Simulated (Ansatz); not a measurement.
# G0W0 on several functionals: SiO2 (Quartz)

One-shot GW is not self-consistent; how far does the start matter for SiO2 (Quartz)?

Calculated with Ansatz 0.2.0; G0W0 on several functionals, plane waves, PAW.

In doubt: masses and optical values from hybrid runs of this build are listed as unsure (steps 3, 4), which bears on the screening that GW takes from such a start.

**1. Set-up**

The structure is trigonal, space group P3_121 (No. 152). The conventional cell has a = 4.916 Å, b = 4.916 Å, c = 5.409 Å, α = 90.00°, β = 90.00°, γ = 120.00°. Nearest to Si lie 4 O at 1.61 Å. Nearest to O lie 2 Si at 1.61 Å. Farther neighbours and most contacts between anions are not listed.

The cell and positions come from the Crystallography Open Database and are kept as given unless a step says otherwise.

**2. G0W0 on PBE**

G0W0 replaces the xc potential by the self-energy, built once from these orbitals. Only a window of levels is corrected, while the sums run over the empty bands that the input names. This step takes hard PAW files.

This step: G0W0 on PBE, plane waves, PAW.

File input.yaml:

```yaml
crystal:
  lattice:
    - [4.9158, 0.0, 0.0]
    - [-2.4579, 4.2572076799, 0.0]
    - [0.0, 0.0, 5.4091]
  atoms:
    - { symbol: Si, position: [0.5303, 0.0, 0.3333333333] }
    - { symbol: Si, position: [0.0, 0.5303, 0.6666666667] }
    - { symbol: Si, position: [0.4697, 0.4697, 0.0] }
    - { symbol: O, position: [0.1462, 0.4142, 0.881] }
    - { symbol: O, position: [0.5858, 0.732, 0.2143333333] }
    - { symbol: O, position: [0.268, 0.8538, 0.5476666667] }
    - { symbol: O, position: [0.4142, 0.1462, 0.119] }
    - { symbol: O, position: [0.732, 0.5858, 0.7856666667] }
    - { symbol: O, position: [0.8538, 0.268, 0.4523333333] }
kpoints:
  mp_grid: { grid: [6, 6, 4] }
hamiltonian:
  xc: pbe
  pseudopotentials: { kind: paw, source: ansatz }
scf:
  occupations: { method: fixed }
gw:
  n_empty_bands: 673
  ecut_chi: 190.0
  qp_bands: [v3, c3]
  qp_kpoints: band_edges
  screening: { model: contour_deformation }
```

The run is started by

```console
ansatz run input.yaml --threads 4 --pin off --max-ram 138240MiB --backend cuda --events-out ev --progress --plain --runs-dir out --devices 1 --max-vram 26GiB
```

Numbers of over 12 decimals in the logs are rounded to 6 here.

Output:

```text
GPUs: using 1 of 1 available (devices: 1).
Engine: ansatz 0.2.0, x86_64-unknown-linux-gnu
Pseudopotentials: kind: paw
Pseudopotential: Si, paw, valence charge 4, recommended cutoff 460 eV (normal), Si.paw.azcp
Pseudopotential: O, paw, valence charge 6, recommended cutoff 930 eV (normal), O.paw.azcp
Functional definition: PBE
  parameter kappa = 0.804
  parameter beta = 0.066725
  exchange = pbe_x(kappa = kappa, mu = beta*pi^2/3)
  correlation = pbe_c(beta = beta)
device memory: the entry about to start is reckoned to put 3.2 GiB on a device that reports 58.3 GiB free (of which the cap on the GPU budget leaves the run 26.0 GiB)
GPU FFT provider: cuFFT
GPU libraries: cuBLAS 13.8.2, cuFFT 12.4.0, cuSOLVER 12.3.4
Crystal: 9 atoms, lattice volume = 113.199 Å³
Basis set: ecut = 930 eV, 7287 PW (Γ)
Bands: 33, of which v1, the nominal top of the filled ones, is band 24 counted from 1 (23 counted from 0)
Symmetry: 6 space group operations
Space group: P3121 (ITA 152), of the structure as read, at distance tolerance 4.8e-5 Å
k-points: 24 of 144 (time reversal used)
Non-local potential: Si, projectors of the file, l = 0: 2, l = 1: 3, l = 2: 1
Non-local potential: O, projectors of the file, l = 0: 2, l = 1: 2, l = 2: 1
PAW form: soft (Blöchl's): semilocal exchange-correlation on the pseudo side does not see the compensation charge
PAW one-centre angular grid: Si, 110 points (default); XC on 64 Gauss nodes
PAW one-centre angular grid: O, 110 points (default); XC on 64 Gauss nodes
Initial density: superposition of atomic densities (chi_scale 0.1, normalization cell, long waves kept (reshape's long-wave potential 0.01 eV rms))
Initial wavefunctions: pseudopotential atomic-orbital guess
GPU buffer pool allocated for 230400 grid points (all kernels)
GPU transforms: local potential and band sums: pruned to the plane-wave sphere, on 50×50×54
Functional: x = pbe(κ = 0.804, μ = 0.219515), c = pbe(β = 0.066725)
SCF iter   1: F=—  HF=-5327.212020 eV  |F-HF|=—  |Δ(HF+E_count)|=         —  Δρ=1.37e-1  dr2=1.86e1  ethr=3.10e-3  ⟨swp⟩=6.0  Hψ=3827  notcnv=0  defer=148
preconditioner: auto → Resta (q_TF=auto, 2.365 Å⁻¹)  ε∞=2.7  [insulator: Δε(μ)=7.430 eV  Ē_g=18.291 eV  n_scr=22 (ndim 8)  ℏωp=24.2 eV  f_vac=0.003  ε∞_Penn≈2.7]
SCF iter   2: F=—  HF=-5321.904060 eV  |F-HF|=—  |Δ(HF+E_count)|=    5.31e0  Δρ=4.58e-2  dr2=9.71e-1  ethr=3.10e-3  ⟨swp⟩=4.3  Hψ=2179  notcnv=0  defer=152
SCF iter   3: F=—  HF=-5321.851496 eV  |F-HF|=—  |Δ(HF+E_count)|=   5.26e-2  Δρ=2.25e-2  dr2=3.06e-1  ethr=2.02e-3  ⟨swp⟩=1.9  Hψ=1024  notcnv=0  defer=158
SCF iter   4: F=—  HF=-5321.868662 eV  |F-HF|=—  |Δ(HF+E_count)|=   1.72e-2  Δρ=1.60e-3  dr2=2.67e-3  ethr=6.38e-4  ⟨swp⟩=3.0  Hψ=1277  notcnv=0  defer=163
SCF iter   5: F=—  HF=-5321.873280 eV  |F-HF|=—  |Δ(HF+E_count)|=   4.62e-3  Δρ=4.24e-4  dr2=9.72e-5  ethr=5.55e-6  ⟨swp⟩=3.1  Hψ=1210  notcnv=0  defer=166
SCF iter   6: F=—  HF=-5321.873497 eV  |F-HF|=—  |Δ(HF+E_count)|=   2.16e-4  Δρ=6.38e-5  dr2=3.18e-6  ethr=2.02e-7  ⟨swp⟩=2.0  Hψ=1386  notcnv=0  defer=166
SCF iter   7: F=-5321.873508 eV  HF=-5321.873508 eV  |F-HF|=2.57e-7  |Δ(HF+E_count)|=   1.13e-5  Δρ=9.06e-6  dr2=7.93e-8  ethr=2.08e-10  ⟨swp⟩=15.6  Hψ=5422  notcnv=0
SCF 1 converged in 7 iterations: F = -5321.873508 eV  dr2 = 7.93e-8
  greatest PAW one-centre occupation: 0.514 electrons in one spin orbital (limit 2), on the O atom at site 8 (counted from 0), in its partial waves of l = 0
device memory: the entry about to start is reckoned to put 3.0 GiB (of the 3.5 GiB reckoned in all, the device holds 0.4 GiB already) on a device that reports 57.9 GiB free (of which the cap on the GPU budget leaves the run 25.6 GiB)
NSCF: frozen V_eff on 24 k-points, pencils in batches of 32, up to order 132
the band table was solved once the SCF had ended and its energy, with any forces and stress, was formed, with the checks that follow a solve (3940 applications of the Hamiltonian). They found nothing against the state; the energy, forces and stress were not computed again (output.eigenvalues in the input reference)
device memory: the entry about to start is reckoned to put 15.2 GiB on a device that reports 58.3 GiB free (of which the cap on the GPU budget leaves the run 26.0 GiB)
NSCF: frozen V_eff on 24 k-points
G₀W₀ screening: q 1/24
[... further progress lines ...]
SCF converged after 7 iterations
Free energy (F): -5321.873508 eV
Harris-Foulkes:  -5321.873508 eV  (|F-HF|=2.57e-7)
Internal energy: -5321.873508 eV  (E = F + TS)
E sigma→0 (E₀):  -5321.873508 eV
Fermi energy:    2.524734 eV
--- Per-component energies (eV) ---
  E_band       = -206.282836
  E_kinetic    = 1615.239400
  E_local      = -3582.180627  (includes V_loc(G=0)·N_el)
  E_nonlocal   = 579.903742
  E_hartree    = 1069.312428
  E_xc         = -719.744271
  E_vxc        = -833.036365  (∫ρ·V_xc dr)
  E_paw        = -2395.429277  (= ΣΔE_a)
  E_vpaw       = -124.829112  (= ΣTr[D̂ρ^β])
  E_aug_tail   = -0.000001  (compensation charges beyond the density's cutoff)
  E_ewald      = -1888.974903
  E_smearing   = -0.000000  (= −TS)
  E_closure    = -0.000000  (closes the sum)
  Σ components = -5321.873508   (vs F -5321.873508, Δ=0.00e0)
--- Band table (eV; the first three rows and the last of 24) ---
  k-point 0: bands = [... 20 lower, 1.5248, 1.8372, 2.2113, 2.2113, 8.5268, 11.8413, 11.8413, 12.2985, ... 5 higher]
  k-point 1: bands = [... 20 lower, 1.4550, 1.9896, 2.3005, 2.4297, 9.1249, 11.6695, 11.7835, 11.7996, ... 5 higher]
  k-point 2: bands = [... 20 lower, 1.3241, 2.3098, 2.3098, 2.4340, 10.4773, 10.4773, 11.5877, 12.2723, ... 5 higher]
  k-point 23: bands = [... 20 lower, 1.5875, 1.7611, 1.9400, 1.9400, 11.5414, 12.3305, 12.3305, 12.6287, ... 5 higher]
--- G₀W₀: contour deformation, 6 samples at zero and on the imaginary axis and 2 off it, 144 q-points, 673 empty bands' worth ---
  eigenvalues of the whole cell's RPA ε∞ on this k-mesh (on a slab, of 1 + 4πα/V) = 2.3298, 2.3298, 2.3605; static W/v taken at q = 0 is 0.426891
  bands read: the sum over 697 bands ends inside a degenerate multiplet in 1 slot, whose members it reads at an even weight; the widest, k=0: bands 697 to 698 (counted from 1) at 1/2 each
  gw.qp_kpoints: band_edges: 23 of 24 stored k-points solved, in 1 pass; an edge of the gap read off the rows below is read off those points alone
    valence top: of the k-points left out ik 23 came nearest to being solved in a further pass, in band 24 (counted from 1, as in the quasiparticle table): it holds the edge there only if its correction is more favourable than any solved in that band by at least 0.585 eV; those differ by 0.046 eV
    conduction bottom: of the k-points left out ik 23 came nearest to being solved in a further pass, in band 25 (counted from 1, as in the quasiparticle table): it holds the edge there only if its correction is more favourable than any solved in that band by at least 3.015 eV; those differ by 0.662 eV
    ik  band        ε_KS         Σx   Σc(E_QP)       V_xc       Z   E_QP_lin       E_QP  E_QP is
     0    22      1.8372   -26.3907     4.0163   -20.3009  0.8037    -0.2734    -0.2363  root
     0    23      2.2113   -26.2805     3.9276   -20.3156  0.8053     0.1394     0.1740  root
     0    24      2.2113   -26.2805     3.9276   -20.3156  0.8053     0.1394     0.1740  root
     0    25      8.5268    -7.8320    -3.4749   -12.4122  0.8661     9.6379     9.6321  root
     0    26     11.8413    -6.5239    -3.9992   -11.8962  0.8586    13.2254    13.2144  root
     0    27     11.8413    -6.5239    -3.9992   -11.8962  0.8586    13.2254    13.2144  root
     1    22      1.9896   -26.4987     4.0013   -20.4414  0.8041    -0.1022    -0.0662  root
     1    23      2.3005   -26.5689     3.9653   -20.5729  0.8046     0.2355     0.2698  root
     1    24      2.4297   -26.7468     3.9423   -20.8014  0.8052     0.3940     0.4266  root
     1    25      9.1249    -8.2626    -3.4988   -12.9276  0.8624    10.2977    10.2911  root
     1    26     11.6695    -6.6783    -4.0410   -12.1185  0.8594    13.0800    13.0687  root
     1    27     11.7835    -8.0010    -3.9445   -13.3941  0.8520    13.2448    13.2321  root
     2    22      2.3098   -26.7714     3.9749   -20.7796  0.8046     0.2594     0.2929  root
     2    23      2.3098   -26.7714     3.9749   -20.7796  0.8046     0.2594     0.2929  root
     2    24      2.4340   -26.7586     3.9558   -20.7905  0.8048     0.3886     0.4218  root
     2    25     10.4773    -8.6895    -3.6431   -13.6356  0.8554    11.7894    11.7803  root
     2    26     10.4773    -8.6895    -3.6431   -13.6356  0.8554    11.7894    11.7803  root
     2    27     11.5877    -4.4823    -3.9030    -9.4959  0.8693    12.7051    12.6982  root
     3    22      1.7399   -26.2439     4.0151   -20.1406  0.8038    -0.3862    -0.3482  root
     3    23      2.2642   -26.4853     3.9493   -20.5077  0.8049     0.2017     0.2359  root
     3    24      2.3003   -26.4721     3.9365   -20.5112  0.8052     0.2421     0.2760  root
     3    25      8.9509    -8.1439    -3.4925   -12.7855  0.8634    10.1064    10.1000  root
     3    26     11.8191    -6.7917    -4.0452   -12.2558  0.8580    13.2499    13.2380  root
     3    27     11.8805    -6.7022    -4.0689   -12.1925  0.8579    13.3138    13.3018  root
[...]
21    26     11.4628    -8.5114    -3.8913   -13.8360  0.8518    12.9082    12.8960  root
    21    27     11.9432    -8.6003    -3.8449   -13.9035  0.8496    13.4142    13.4013  root
    22    22      1.9740   -26.4269     3.9816   -20.3940  0.8042    -0.1129    -0.0772  root
    22    23      2.0148   -26.5469     3.9915   -20.5153  0.8039    -0.0604    -0.0252  root
    22    24      2.3260   -26.5781     3.9421   -20.6160  0.8051     0.2726     0.3062  root
    22    25     11.4644    -9.8664    -4.1888   -15.7548  0.8466    13.1817    13.1640  root
    22    26     11.7759    -7.2499    -3.7870   -12.3038  0.8567    13.0522    13.0428  root
    22    27     12.1295    -8.4671    -3.8988   -13.8335  0.8497    13.6104    13.5972  root
```

Wall time 4.8 min (1 × NVIDIA H100 80GB HBM3 (shared by 3 runs) with 4 threads of AMD EPYC 7R13 (Zen 3), shared host); peak memory 5.1 GiB.

Numbers from this step:

| Quantity | Value |
| --- | --- |
| bands summed | 697 |
| RPA ε∞ on this mesh (eigenvalues) | 2.330, 2.330, 2.361 |
| plane waves in the screening matrix | 673 |
| q-points in the mesh | 144 |
| G0W0 gap on the mesh | 9.098 eV |
| k of the valence top | 0.3333, 0.3333, 0 |
| k of the conduction bottom | 0, 0, 0 |
| starting gap on the mesh | 6.002 eV |
| Z at the valence top | 0.8054 |
| Z at the conduction bottom | 0.8661 |
| least direct G0W0 gap on the computed points | 9.458 eV |

The gap on the mesh goes from 6.00 eV to 9.10 eV, a correction of +3.10 eV. Between the two edge states, bare exchange in place of the xc potential would open the gap by 10.50 eV, and correlation takes back 7.41 eV.

**3. G0W0 on HSE06**

The same correction from a different start measures what one shot leaves open.

This step: G0W0 on HSE06, plane waves, PAW.

input.yaml: that of step 2 with these lines changed.

```diff
@@ -18,3 +18,3 @@
 hamiltonian:
-  xc: pbe
+  xc: hse06
   pseudopotentials: { kind: paw, source: ansatz }
```

Output:

```text
GPUs: using 1 of 1 available (devices: 1).
[...]
davidson cushion auto → on  (no smearing: the cushion is to keep the highest requested band from converging to the state above it; pin scf.eigensolver.cushion to override)
[...]
GPU FFT provider: cuFFT
GPU libraries: cuBLAS 13.8.2, cuFFT 12.4.0, cuSOLVER 12.3.4
Crystal: 9 atoms, lattice volume = 113.199 Å³
Basis set: ecut = 930 eV, 7287 PW (Γ)
Bands: 33, of which v1, the nominal top of the filled ones, is band 24 counted from 1 (23 counted from 0)
[... 1 set-up line as in the run before ...]
[...]
k-points: 24 of 144 (time reversal used)
[...]
GPU buffer pool allocated for 230400 grid points (all kernels)
[...]
SCF iter   1: F=—  HF=-5327.152787 eV  |F-HF|=—  |Δ(HF+E_count)|=         —  Δρ=1.37e-1  dr2=1.86e1  ethr=1.00e-1  ⟨swp⟩=5.1  Hψ=2868  notcnv=0
[...]
SCF iter   4: F=-5321.913911 eV  HF=-5321.914864 eV  |F-HF|=9.53e-4  |Δ(HF+E_count)|=   2.73e-2  Δρ=1.88e-3  dr2=2.24e-3  ethr=3.75e-6  ⟨swp⟩=5.2  Hψ=4744  notcnv=0  defer=1
SCF 1 stopped early in 4 iterations: F = -5321.913911 eV  dr2 = 2.24e-3
[...]
GPU FFT provider: cuFFT
GPU libraries: cuBLAS 13.8.2, cuFFT 12.4.0, cuSOLVER 12.3.4
[...]
GPU buffer pool allocated for 230400 grid points (all kernels)
[...]
Frozen-core exchange: fock
[...]
Internal energy: -5322.952643 eV  (E = F + TS)
E sigma→0 (E₀):  -5322.952643 eV
Fermi energy:    1.184671 eV
[...]
--- Band table (eV; the first three rows and the last of 24) ---
  k-point 0: bands = [... 20 lower, 0.1226, 0.4534, 0.8586, 0.8586, 9.0193, 12.4503, 12.4503, 12.9568, ... 2 higher]
  k-point 1: bands = [... 20 lower, 0.0701, 0.6144, 0.9407, 1.0831, 9.6339, 12.3014, 12.3475, 12.4205, ... 2 higher]
  k-point 2: bands = [... 20 lower, -0.0619, 0.9516, 0.9516, 1.0808, 11.0424, 11.0424, 12.1107, 12.9664, ... 2 higher]
  k-point 23: bands = [... 20 lower, 0.2029, 0.3855, 0.5660, 0.5660, 12.3772, 12.9287, 12.9287, 13.3054, ... 2 higher]
  guard bands above this table: 3 of the run's 33 bands. The solve was not asked for them (output.publish_guard_bands: true or output.eigenvalues: true publishes all)
[...]
0    22      0.4534   -26.4477     3.4872   -21.7298  0.8317    -0.7862    -0.7772  root
     0    23      0.8586   -26.3654     3.4219   -21.7332  0.8329    -0.3601    -0.3517  root
     0    24      0.8586   -26.3654     3.4219   -21.7332  0.8329    -0.3601    -0.3517  root
     0    25      9.0193    -7.1949    -3.2239   -11.2861  0.8876     9.8891     9.8865  root
     0    26     12.4503    -6.0389    -3.6421   -10.7285  0.8816    13.5024    13.4978  root
     0    27     12.4503    -6.0389    -3.6421   -10.7285  0.8816    13.5024    13.4978  root
     1    22      0.6144   -26.5436     3.4766   -21.8489  0.8320    -0.6123    -0.6037  root
     1    23      0.9407   -26.5959     3.4498   -21.9447  0.8323    -0.2691    -0.2608  root
[...]
22    24      0.9750   -26.6150     3.4321   -21.9871  0.8328    -0.2290    -0.2209  root
    22    25     12.2037    -9.1007    -3.7892   -14.1566  0.8714    13.4773    13.4704  root
    22    26     12.3515    -6.3483    -3.4259   -10.6931  0.8817    13.2738    13.2704  root
    22    27     12.7704    -7.7643    -3.5262   -12.3935  0.8746    13.8787    13.8735  root
[key lines of the parts left out:]
Free energy (F): -5322.952643 eV
```

Wall time 6.9 min (1 × NVIDIA H100 80GB HBM3 (shared by 3 runs) with 4 threads); peak memory 6.3 GiB.

Numbers from this step:

- bands summed: 697
- RPA ε∞ on this mesh (eigenvalues): 2.099, 2.099, 2.121
- plane waves in the screening matrix: 673
- q-points in the mesh: 144
- G0W0 gap on the mesh: 9.876 eV
- k of the valence top: 0.3333, 0.3333, 0
- k of the conduction bottom: 0, 0, 0
- starting gap on the mesh: 7.835 eV
- Z at the valence top: 0.8330
- Z at the conduction bottom: 0.8876
- least direct G0W0 gap on the computed points: 10.24 eV

Against the run with 6×6×4 mesh, 673 empty bands, screening to 190 eV, hard PAW files on PBE, the gap moves by +0.78 eV, while the start moved by +1.83 eV.

**4. G0W0 on PBE0**

This step: G0W0 on PBE0, plane waves, PAW.

input.yaml: that of step 3 with these lines changed.

```diff
@@ -18,3 +18,3 @@
 hamiltonian:
-  xc: hse06
+  xc: pbe0
   pseudopotentials: { kind: paw, source: ansatz }
```

Output:

```text
GPUs: using 1 of 1 available (devices: 1).
[...]
GPU FFT provider: cuFFT
GPU libraries: cuBLAS 13.8.2, cuFFT 12.4.0, cuSOLVER 12.3.4
Crystal: 9 atoms, lattice volume = 113.199 Å³
Basis set: ecut = 930 eV, 7287 PW (Γ)
Bands: 33, of which v1, the nominal top of the filled ones, is band 24 counted from 1 (23 counted from 0)
[... 1 set-up line as in the run before ...]
[...]
k-points: 24 of 144 (time reversal used)
[...]
1    22      0.2064   -26.5480     3.3475   -22.2640  0.8393    -0.7346    -0.7301  root
     1    23      0.5342   -26.5997     3.3221   -22.3578  0.8396    -0.3900    -0.3857  root
[...]
22    24      0.5685   -26.6196     3.3055   -22.4007  0.8400    -0.3492    -0.3450  root
    22    25     12.5846    -9.0771    -3.6833   -13.7457  0.8773    13.5736    13.5699  root
    22    26     12.7219    -6.3212    -3.3293   -10.2886  0.8874    13.3616    13.3601  root
    22    27     13.1517    -7.7481    -3.4255   -11.9921  0.8806    13.9728    13.9702  root
[key lines of the parts left out:]
Free energy (F): -5323.979602 eV
Fermi energy:    0.779447 eV
```

It took 7.5 min on 1 × NVIDIA H100 80GB HBM3 (shared by 3 runs) with 4 threads; peak memory 6 GiB; 12 min of CPU time.

This step gave:

- bands summed: 697
- RPA ε∞ on this mesh (eigenvalues): 2.050, 2.050, 2.071
- plane waves in the screening matrix: 673
- G0W0 gap on the mesh: 10.08 eV
- k of the valence top: 0.3333, 0.3333, 0
- k of the conduction bottom: 0, 0, 0
- starting gap on the mesh: 8.599 eV
- least direct G0W0 gap on the computed points: 10.45 eV

Against the run with 6×6×4 mesh, 673 empty bands, screening to 190 eV, hard PAW files on HSE06, the gap moves by +0.21 eV, while the start moved by +0.76 eV.

**5. The starts together**

All on the 6×6×4 mesh with 673 empty bands and screening to 190 eV. Times are wall times on 1 × NVIDIA H100 80GB HBM3 (shared by 3 runs) with 4 threads of AMD EPYC 7R13 (Zen 3), shared host, good to a factor of about two.

```
start  starting gap (eV)  shift (eV)  G0W0 gap (eV)  RPA ε∞ (harmonic mean)  Z (valence, conduction)     time
  PBE               6.00       +3.10           9.10                    2.34               0.81, 0.87  4.8 min
HSE06               7.83       +2.04           9.88                    2.11               0.83, 0.89  6.9 min
 PBE0               8.60       +1.48          10.08                    2.06               0.84, 0.89  7.5 min
```

The parts of the quasiparticle energy at the two band edges (eV; QP = start + Σx + Σc − Vxc):

```
  run               edge  start      Σx     Σc     Vxc     Z     QP
  PBE        valence top   2.52  -26.84   3.93  -20.92  0.81   0.53
  PBE  conduction bottom   8.53   -7.83  -3.47  -12.41  0.87   9.63
HSE06        valence top   1.18  -26.85   3.42  -22.25  0.83   0.01
HSE06  conduction bottom   9.02   -7.19  -3.22  -11.29  0.89   9.89
 PBE0        valence top   0.78  -26.86   3.30  -22.67  0.84  -0.11
 PBE0  conduction bottom   9.38   -7.18  -3.14  -10.91  0.89   9.97
```

For a hybrid start, Vxc holds its share of exact exchange.

**6. Summary of results**

```json
{"G0W0@PBE": "9.10 eV (start 6.00 eV)", "G0W0@HSE06": "9.88 eV (start 7.83 eV)", "G0W0@PBE0": "10.08 eV (start 8.60 eV)", "known limits": "not at the basis limit"}
```

**Reading.** The starting gaps span 2.60 eV and the G0W0 gaps 0.98 eV. Between PBE and PBE0, 0.98 eV of the 2.60 eV survives, 38 %. PBE0 screens less than PBE (ε∞ 2.06 against 2.34). Of the 0.98 eV by which its G0W0 gap is higher, the correlation part gives +0.97 eV, and exchange with the one-particle terms, which follow the orbitals, +0.02 eV. The smallest correction, +1.48 eV, is on PBE0, the start nearest to reproducing itself. Bands and cutoff are finite, so the gap is not at the basis limit. The miss can reach some tenths of an eV and take either sign; the mesh is an error of its own.

[Paths, hosts, dates, memory and timing lines, banners, echoed tables and standing remarks are left out of the program output.]

[Logs are printed without paths, hosts, clocks, repeated set-up lines and the standing remarks that a program may print on its own settings, such as how far it seeks lower states.]

[Runs of the session that timed out or met a known fault of the program may be left out.]

[Cells called generated may have been cut or substituted from an entry of the Crystallography Open Database or the Materials Project.]

[Hosts, paths, dates, database ids (printed as entryN), source tags and the programs' standing remarks are cut or masked in the printed files.]
